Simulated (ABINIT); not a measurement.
**Cl (Cmce): G0W0 in ABINIT against the wavefunction cutoff in GW**

Wanted: the cheapest wavefunction cutoff in GW that holds the gap of Cl (Cmce).

Main program and level: ABINIT 10.8.3; PBE and many-body steps on it, plane waves.

## 1. The starting structure

It takes space group Cmce (No. 64, orthorhombic). The conventional cell has a = 6.290 Å, b = 4.500 Å, c = 8.210 Å, α = 90.00°, β = 90.00°, γ = 90.00°. Nearest to Cl lie 1 Cl at 2.02 Å.

Structure file:

```cif
data_structure
_symmetry_space_group_name_H-M 'Cmce'
_symmetry_Int_Tables_number 64
_cell_length_a 6.2900
_cell_length_b 4.5000
_cell_length_c 8.2100
_cell_angle_alpha 90.000
_cell_angle_beta 90.000
_cell_angle_gamma 90.000
_cell_volume 232.38
loop_
_atom_site_label
_atom_site_type_symbol
_atom_site_symmetry_multiplicity
_atom_site_Wyckoff_symbol
_atom_site_fract_x
_atom_site_fract_y
_atom_site_fract_z
_atom_site_occupancy
Cl1 Cl 8 f 0.50000 0.63000 0.10000 1
```

The cell and positions come from the Crystallography Open Database and are kept as given unless a step says otherwise.

## 2. Screening, 4×4×2 mesh, 101 bands, screening to 130.6 eV

This step: ABINIT 10.8.3; RPA screening on PBE, plane waves, norm-conserving pseudopotentials.

The RPA dielectric matrix is built and inverted for each q.

run.abi

```
acell 3*1.0 Angstrom
rprim 
  3.145000000000 -2.250000000000 0.000000000000
  3.145000000000 2.250000000000 0.000000000000
  0.000000000000 0.000000000000 8.210000000000
ntypat 1
znucl 17
natom 4
typat 1 1 1 1
xred 
  0.870000000000 0.130000000000 0.100000000000
  0.630000000000 0.370000000000 0.600000000000
  0.130000000000 0.870000000000 0.900000000000
  0.370000000000 0.630000000000 0.400000000000
pp_dirpath "pseudos"
pseudos "Cl.upf"
ecut 25
ngkpt 4 4 2
nshiftk 1
shiftk 0 0 0
kptopt 1
chksymbreak 0
istwfk *1
occopt 1
irdwfk 1
optdriver 3
nband 101
ecuteps 4.8
inclvkb 2
awtr 1
symchi 1
ecutwfn 7.5
indata_prefix "in"
outdata_prefix "out"
tmpdata_prefix "tmp"
```

Run with:

```bash
$ OMP_NUM_THREADS=1 mpirun -n 8 abinit run.abi > log
```

Output:

```text
.Version 10.8.3 of ABINIT. v10.8.2 released Aug 2026.

 Symmetries : space group Cm c a (# 64); Bravais oC (1-face-center ortho.)
[... echo of the input left out ...]
== DATASET  1 ==================================================================
-   mpi_nproc: 8, omp_nthreads: 1 (-1 if OMP is not activated)

--- !DatasetInfo
iteration_state: {dtset: 1, }
dimensions: {natom: 4, nkpt: 14, mband: 101, nsppol: 1, nspinor: 1, nspden: 1, mpw: 793, }
cutoff_energies: {ecut:   7.5, pawecutdg:  -1.0, }
electrons: {nelect:   2.80000000E+01, charge:   0.00000000E+00, occopt:   1.00000000E+00, tsmear:   1.00000000E-02, }

 SCREENING: Calculation of the susceptibility and dielectric matrices

 Based on a program developped by R.W. Godby, V. Olevano, G. Onida, and L. Reining.
 Incorporated in ABINIT by V. Olevano, G.-M. Rignanese, and M. Torrent.
.Using double precision arithmetic ; gwpc =  8

[... cell and pseudopotentials left out ...]
--------------------------------------------------------------------------------

 ==== K-mesh for the wavefunctions ====
 Number of points in the irreducible wedge :    14
[... list of points left out ...]
 Together with  8 symmetry operations and time-reversal symmetry
 yields    32 points in the full Brillouin Zone.

 ==== Q-mesh for the screening function ====
 Number of points in the irreducible wedge :    14
[... list of points left out ...]
 Together with  8 symmetry operations and time-reversal symmetry
 yields    32 points in the full Brillouin Zone.

 setmesh: FFT mesh size selected  =    18x   18x   36
          total number of points  =        11664

 vcoul_init : cutoff-mode = AUXILIARY_FUNCTION
 q-points for optical limit:   1
     1)      0.000010    0.000020    0.000030

- screening: taking advantage of time-reversal symmetry
- Maximum band index for partially occupied states nbvw = 14
- Remaining bands to be divided among processors   nbcw = 87
- Number of bands treated by each node ~10

 Number of electrons calculated from density =   27.9485; Expected =   28.0000
 average of density, n =  0.035644
 r_s =    1.8850
 omega_plasma =   18.2116 [eV]

 calculating chi0 at frequencies [eV] :
  1    0.000000E+00    0.000000E+00
  2    0.000000E+00    1.821161E+01

--------------------------------------------------------------------------------
  q-point number  1        q = ( 0.000000, 0.000000, 0.000000) [r.l.u.]
--------------------------------------------------------------------------------
[... chi0 elements left out ...]
 For q-point:  0.000010 0.000020 0.000030
  dielectric constant =   2.8483
  dielectric constant without local fields =   3.5450

  Average fulfillment of the sum rule on Im[epsilon] for q-point    1 :     65.57  [%]
[... wings left out ...]
  q-point number  2        q = ( 0.250000, 0.000000, 0.000000) [r.l.u.]
--------------------------------------------------------------------------------
[... chi0 elements left out ...]
  Average fulfillment of the sum rule on Im[epsilon] for q-point    2 :     70.79  [%]

 [... 12 further q-points ...]
```

Run time: 21 s. Hardware: 8 MPI ranks of Arm Neoverse V2, shared host; peak memory 1 GiB; 2.8 min of CPU time.

This step gave:

- ε∞ with local fields, on this mesh, along the program's q direction: 2.848
- the same without local fields: 3.545
- plasma frequency: 18.21 eV
- plane waves in the screening matrix: 403

Local fields lower ε∞ by 20 %. On a Γ-centred mesh this coarse the value itself is usually too large, while a short band sum pulls it down.

## 3. 7.5 Ha

This step: G0W0 on PBE, plane waves, norm-conserving pseudopotentials.

run.abi, as its differences from that of step 2:

```diff
@@ -25,8 +25,17 @@
 irdwfk 1
-optdriver 3
+optdriver 4
 nband 101
+gwcalctyp 0
+ecutsigx 7.5
+symsigma 1
+nkptgw 2
+kptgw 
+  0.5000000000 0.5000000000 0.0000000000
+  0.0000000000 0.0000000000 0.0000000000
+bdgw 
+  13 16
+  13 16
 ecuteps 4.8
-inclvkb 2
-awtr 1
-symchi 1
+irdscr 1
+ppmodel 1
 ecutwfn 7.5
```

Output:

```text
.Version 10.8.3 of ABINIT. v10.8.2 released Aug 2026.

 Symmetries : space group Cm c a (# 64); Bravais oC (1-face-center ortho.)
[... echo of the input left out ...]
== DATASET  1 ==================================================================
-   mpi_nproc: 8, omp_nthreads: 1 (-1 if OMP is not activated)

--- !DatasetInfo
iteration_state: {dtset: 1, }
dimensions: {natom: 4, nkpt: 14, mband: 101, nsppol: 1, nspinor: 1, nspden: 1, mpw: 793, }
cutoff_energies: {ecut:   7.5, pawecutdg:  -1.0, }
electrons: {nelect:   2.80000000E+01, charge:   0.00000000E+00, occopt:   1.00000000E+00, tsmear:   1.00000000E-02, }

 SIGMA: Calculation of the GW corrections

 Based on a program developped by R.W. Godby, V. Olevano, G. Onida, and L. Reining.
 Incorporated in ABINIT by V. Olevano, G.-M. Rignanese, and M. Torrent.
.Using double precision arithmetic ; gwpc =  8

[... cell and pseudopotentials left out ...]
--------------------------------------------------------------------------------

 ==== K-mesh for the wavefunctions ====
 Number of points in the irreducible wedge :    14
[... list of points left out ...]
 Together with  8 symmetry operations and time-reversal symmetry
 yields    32 points in the full Brillouin Zone.

 ==== Q-mesh for screening function ====
 Number of points in the irreducible wedge :    14
[... list of points left out ...]
 Together with  8 symmetry operations and time-reversal symmetry
 yields    32 points in the full Brillouin Zone.

 vcoul_init : cutoff-mode = AUXILIARY_FUNCTION
 q-points for optical limit:   1
     1)      0.000010    0.000020    0.000030
 setmesh: FFT mesh size selected  =    18x   18x   40
          total number of points  =        12960

 Number of electrons calculated from density =   27.9485; Expected =   28.0000
 average of density, n =  0.035644
 r_s =    1.8850
 omega_plasma =   18.2116 [eV]

 === KS Band Gaps ===
  >>>> For spin  1
   Minimum direct gap =   2.5251 [eV], located at k-point      :   0.0000  0.0000  0.0000
   Fundamental gap    =   2.4691 [eV], Top of valence bands at :   0.5000  0.5000  0.0000
                                       Bottom of conduction at :   0.0000  0.0000  0.0000
 SIGMA fundamental parameters:
 PLASMON POLE MODEL  1
 number of plane-waves for SigmaX                  793
 number of plane-waves for SigmaC and W            403
 number of plane-waves for wavefunctions           793
 number of bands                                   101
 number of independent spin polarizations            1
 number of spinorial components                      1
 number of k-points in IBZ                          14
 number of q-points in IBZ                          14
 number of symmetry operations                       8
 number of k-points in BZ                           32
 number of q-points in BZ                           32
 number of frequencies for dSigma/dE                 9
 frequency step for dSigma/dE [eV]                0.25
 number of omega for Sigma on real axis              0
 max omega for Sigma on real axis  [eV]           0.00
 zcut for avoiding poles [eV]                     0.10

 EPSILON^-1 parameters (SCR file):
 dimension of the eps^-1 matrix on file            403
 dimension of the eps^-1 matrix used               403
 number of plane-waves for wavefunctions           793
 number of bands                                   101
 number of q-points in IBZ                          14
 number of frequencies                               2
 number of real frequencies                          1
 number of imag frequencies                          1

 matrix elements of self-energy operator (all in [eV])

 Perturbative Calculation

--- !SelfEnergy_ee
iteration_state: {dtset: 1, }
kpoint     : [   0.500,    0.500,    0.000, ]
spin       : 1
KS_gap     :    2.546
QP_gap     :    5.800
Delta_QP_KS:    3.254
data: !SigmaeeData |
     Band     E0 <VxcDFT>   SigX SigC(E0)      Z dSigC/dE  Sig(E)    E-E0       E
       13  -1.186 -14.280 -18.648   2.724   0.790  -0.266 -15.579  -1.298  -2.484
       14  -0.824 -14.631 -19.027   2.701   0.793  -0.260 -15.976  -1.345  -2.169
       15   1.722 -14.001  -8.867  -2.732   0.795  -0.258 -12.092   1.909   3.632
       16   1.912 -14.161  -8.946  -2.743   0.793  -0.262 -12.202   1.959   3.871

--- !SelfEnergy_ee
iteration_state: {dtset: 1, }
kpoint     : [   0.000,    0.000,    0.000, ]
spin       : 1
KS_gap     :    2.525
QP_gap     :    5.710
Delta_QP_KS:    3.184
data: !SigmaeeData |
     Band     E0 <VxcDFT>   SigX SigC(E0)      Z dSigC/dE  Sig(E)    E-E0       E
       13  -0.970 -14.469 -18.928   2.728   0.793  -0.262 -15.842  -1.373  -2.343
       14  -0.880 -14.663 -19.087   2.733   0.792  -0.262 -16.003  -1.340  -2.220
       15   1.645 -13.874  -8.848  -2.711   0.797  -0.255 -12.029   1.845   3.490
       16   2.208 -14.541  -9.098  -2.865   0.789  -0.268 -12.507   2.033   4.241

== END DATASET(S) ==============================================================
================================================================================

 -outvars: echo values of variables after computation  --------
           etotal      0.0000000000E+00
            nband         101
             nkpt          14
          spgroup          64
 [... the other variables as echoed above ...]

 Calculation completed.
```

It took 11 s on 8 MPI ranks; peak memory 1.8 GiB.

Numbers from this step:

| Item | Value |
| --- | --- |
| G0W0 gap on the points computed | 5.659 eV |
| starting gap on the mesh | 2.469 eV |
| k of the valence top | 0.5, 0.5, 0 |
| k of the conduction bottom | 0, 0, 0 |
| Z at the valence top | 0.793 |
| Z at the conduction bottom | 0.797 |
| least direct G0W0 gap on the computed points | 5.710 eV |

## 4. Screening, 4×4×2 mesh, 101 bands, screening to 130.6 eV

This step: RPA screening on PBE, plane waves, norm-conserving pseudopotentials.

run.abi, as its differences from that of step 3:

```diff
@@ -25,18 +25,9 @@
 irdwfk 1
-optdriver 4
+optdriver 3
 nband 101
-gwcalctyp 0
-ecutsigx 7.5
-symsigma 1
-nkptgw 2
-kptgw 
-  0.5000000000 0.5000000000 0.0000000000
-  0.0000000000 0.0000000000 0.0000000000
-bdgw 
-  13 16
-  13 16
 ecuteps 4.8
-irdscr 1
-ppmodel 1
-ecutwfn 7.5
+inclvkb 2
+awtr 1
+symchi 1
+ecutwfn 12.5
 indata_prefix "in"
```

Output:

```text
.Version 10.8.3 of ABINIT. v10.8.2 released Aug 2026.

 Symmetries : space group Cm c a (# 64); Bravais oC (1-face-center ortho.)
[... echo of the input left out ...]
== DATASET  1 ==================================================================
-   mpi_nproc: 8, omp_nthreads: 1 (-1 if OMP is not activated)

--- !DatasetInfo
iteration_state: {dtset: 1, }
dimensions: {natom: 4, nkpt: 14, mband: 101, nsppol: 1, nspinor: 1, nspden: 1, mpw: 1671, }
cutoff_energies: {ecut:  12.5, pawecutdg:  -1.0, }
electrons: {nelect:   2.80000000E+01, charge:   0.00000000E+00, occopt:   1.00000000E+00, tsmear:   1.00000000E-02, }

 SCREENING: Calculation of the susceptibility and dielectric matrices

 Based on a program developped by R.W. Godby, V. Olevano, G. Onida, and L. Reining.
 Incorporated in ABINIT by V. Olevano, G.-M. Rignanese, and M. Torrent.
.Using double precision arithmetic ; gwpc =  8

[... cell and pseudopotentials left out ...]
--------------------------------------------------------------------------------

 ==== K-mesh for the wavefunctions ====
 Number of points in the irreducible wedge :    14
[... list of points left out ...]
 Together with  8 symmetry operations and time-reversal symmetry
 yields    32 points in the full Brillouin Zone.

 ==== Q-mesh for the screening function ====
 Number of points in the irreducible wedge :    14
[... list of points left out ...]
 Together with  8 symmetry operations and time-reversal symmetry
 yields    32 points in the full Brillouin Zone.

 setmesh: FFT mesh size selected  =    20x   20x   40
          total number of points  =        16000

 vcoul_init : cutoff-mode = AUXILIARY_FUNCTION
 q-points for optical limit:   1
     1)      0.000010    0.000020    0.000030

- screening: taking advantage of time-reversal symmetry
- Maximum band index for partially occupied states nbvw = 14
- Remaining bands to be divided among processors   nbcw = 87
- Number of bands treated by each node ~10

 Number of electrons calculated from density =   27.9938; Expected =   28.0000
 average of density, n =  0.035702
 r_s =    1.8840
 omega_plasma =   18.2264 [eV]

 calculating chi0 at frequencies [eV] :
  1    0.000000E+00    0.000000E+00
  2    0.000000E+00    1.822637E+01

--------------------------------------------------------------------------------
  q-point number  1        q = ( 0.000000, 0.000000, 0.000000) [r.l.u.]
--------------------------------------------------------------------------------
[... chi0 elements left out ...]
 For q-point:  0.000010 0.000020 0.000030
  dielectric constant =   2.8137
  dielectric constant without local fields =   3.4730

  Average fulfillment of the sum rule on Im[epsilon] for q-point    1 :     65.83  [%]
[... wings left out ...]
  q-point number  2        q = ( 0.250000, 0.000000, 0.000000) [r.l.u.]
--------------------------------------------------------------------------------
[... chi0 elements left out ...]
  Average fulfillment of the sum rule on Im[epsilon] for q-point    2 :     71.00  [%]

 [... 12 further q-points ...]
```

The job ended after 25 s (8 MPI ranks; peak memory 1.3 GiB; 3.3 min of CPU time).

Numbers from this step:

* ε∞ with local fields, on this mesh, along the program's q direction: 2.814
* the same without local fields: 3.473
* plasma frequency: 18.23 eV
* plane waves in the screening matrix: 403

## 5. 12.5 Ha

The self-energy is evaluated for the states that the input lists, and the levels follow from it, in one-shot runs by the linearised quasiparticle equation.

This step: G0W0 on PBE, plane waves, norm-conserving pseudopotentials.

run.abi, as its differences from that of step 4:

```diff
@@ -25,8 +25,17 @@
 irdwfk 1
-optdriver 3
+optdriver 4
 nband 101
+gwcalctyp 0
+ecutsigx 12.5
+symsigma 1
+nkptgw 2
+kptgw 
+  0.5000000000 0.5000000000 0.0000000000
+  0.0000000000 0.0000000000 0.0000000000
+bdgw 
+  13 16
+  13 16
 ecuteps 4.8
-inclvkb 2
-awtr 1
-symchi 1
+irdscr 1
+ppmodel 1
 ecutwfn 12.5
```

Output:

```text
.Version 10.8.3 of ABINIT. v10.8.2 released Aug 2026.

 Symmetries : space group Cm c a (# 64); Bravais oC (1-face-center ortho.)
[... echo of the input left out ...]
== DATASET  1 ==================================================================
-   mpi_nproc: 8, omp_nthreads: 1 (-1 if OMP is not activated)

--- !DatasetInfo
iteration_state: {dtset: 1, }
dimensions: {natom: 4, nkpt: 14, mband: 101, nsppol: 1, nspinor: 1, nspden: 1, mpw: 1671, }
cutoff_energies: {ecut:  12.5, pawecutdg:  -1.0, }
electrons: {nelect:   2.80000000E+01, charge:   0.00000000E+00, occopt:   1.00000000E+00, tsmear:   1.00000000E-02, }

 SIGMA: Calculation of the GW corrections

 Based on a program developped by R.W. Godby, V. Olevano, G. Onida, and L. Reining.
 Incorporated in ABINIT by V. Olevano, G.-M. Rignanese, and M. Torrent.
.Using double precision arithmetic ; gwpc =  8

[... cell and pseudopotentials left out ...]
--------------------------------------------------------------------------------

 ==== K-mesh for the wavefunctions ====
 Number of points in the irreducible wedge :    14
[... list of points left out ...]
 Together with  8 symmetry operations and time-reversal symmetry
 yields    32 points in the full Brillouin Zone.

 ==== Q-mesh for screening function ====
 Number of points in the irreducible wedge :    14
[... list of points left out ...]
 Together with  8 symmetry operations and time-reversal symmetry
 yields    32 points in the full Brillouin Zone.

 vcoul_init : cutoff-mode = AUXILIARY_FUNCTION
 q-points for optical limit:   1
     1)      0.000010    0.000020    0.000030
 setmesh: FFT mesh size selected  =    24x   24x   50
          total number of points  =        28800

 Number of electrons calculated from density =   27.9938; Expected =   28.0000
[...]
number of omega for Sigma on real axis              0
 max omega for Sigma on real axis  [eV]           0.00
 zcut for avoiding poles [eV]                     0.10

 EPSILON^-1 parameters (SCR file):
 dimension of the eps^-1 matrix on file            403
 dimension of the eps^-1 matrix used               403
 number of plane-waves for wavefunctions          1671
 number of bands                                   101
 number of q-points in IBZ                          14
 number of frequencies                               2
 number of real frequencies                          1
 number of imag frequencies                          1

 matrix elements of self-energy operator (all in [eV])

 Perturbative Calculation

--- !SelfEnergy_ee
iteration_state: {dtset: 1, }
kpoint     : [   0.500,    0.500,    0.000, ]
spin       : 1
KS_gap     :    2.546
QP_gap     :    5.800
Delta_QP_KS:    3.254
data: !SigmaeeData |
     Band     E0 <VxcDFT>   SigX SigC(E0)      Z dSigC/dE  Sig(E)    E-E0       E
       13  -1.186 -14.303 -18.722   2.694   0.789  -0.267 -15.664  -1.361  -2.547
       14  -0.824 -14.655 -19.103   2.669   0.792  -0.262 -16.064  -1.409  -2.233
       15   1.722 -14.080  -8.977  -2.778   0.794  -0.260 -12.235   1.845   3.567
[...]
--- !SelfEnergy_ee
iteration_state: {dtset: 1, }
kpoint     : [   0.000,    0.000,    0.000, ]
spin       : 1
KS_gap     :    2.525
QP_gap     :    5.712
Delta_QP_KS:    3.187
data: !SigmaeeData |
     Band     E0 <VxcDFT>   SigX SigC(E0)      Z dSigC/dE  Sig(E)    E-E0       E
[...]
15   1.645 -13.953  -8.958  -2.755   0.795  -0.257 -12.171   1.782   3.427
       16   2.208 -14.600  -9.202  -2.914   0.788  -0.270 -12.644   1.957   4.164

== END DATASET(S) ==============================================================
================================================================================

 -outvars: echo values of variables after computation  --------
           etotal      0.0000000000E+00
            nband         101
             nkpt          14
          spgroup          64
 [... the other variables as echoed above ...]

 Calculation completed.
```

The job ended after 11 s (8 MPI ranks; peak memory 2 GiB).

This step gave:

```yaml
g0w0_gap_on_the_points_computed: 5.66 eV
starting_gap_on_the_mesh: 2.469 eV
k_of_the_valence_top: 0.5, 0.5, 0
k_of_the_conduction_bottom: 0, 0, 0
z_at_the_valence_top: 0.792
z_at_the_conduction_bottom: 0.795
least_direct_g0w0_gap_on_the_computed_points: 5.712 eV
```

The gap on the mesh goes from 2.47 eV to 5.66 eV, a correction of +3.19 eV.

[end of part 1 of 2]

[Paths, hosts, dates, memory and timing lines, banners, echoed tables and standing remarks are left out of the program output.]

[Logs are printed without paths, hosts, clocks, repeated set-up lines and the standing remarks that a program may print on its own settings, such as how far it seeks lower states.]

[Runs of the session that timed out or met a known fault of the program may be left out.]

[Hosts, paths, dates, database ids (printed as entryN), source tags and the programs' standing remarks are cut or masked in the printed files.]

[G0W0 gaps are taken among the corrected bands and points alone; a level outside them can change the order at an edge.]

[Where Ansatz stands beside ABINIT at settings called matched, ABINIT's density can come from a denser mesh and the files from another edition; pairs whose starting gaps differed by over 0.03 eV were left out, so agreement reads better than it is.]
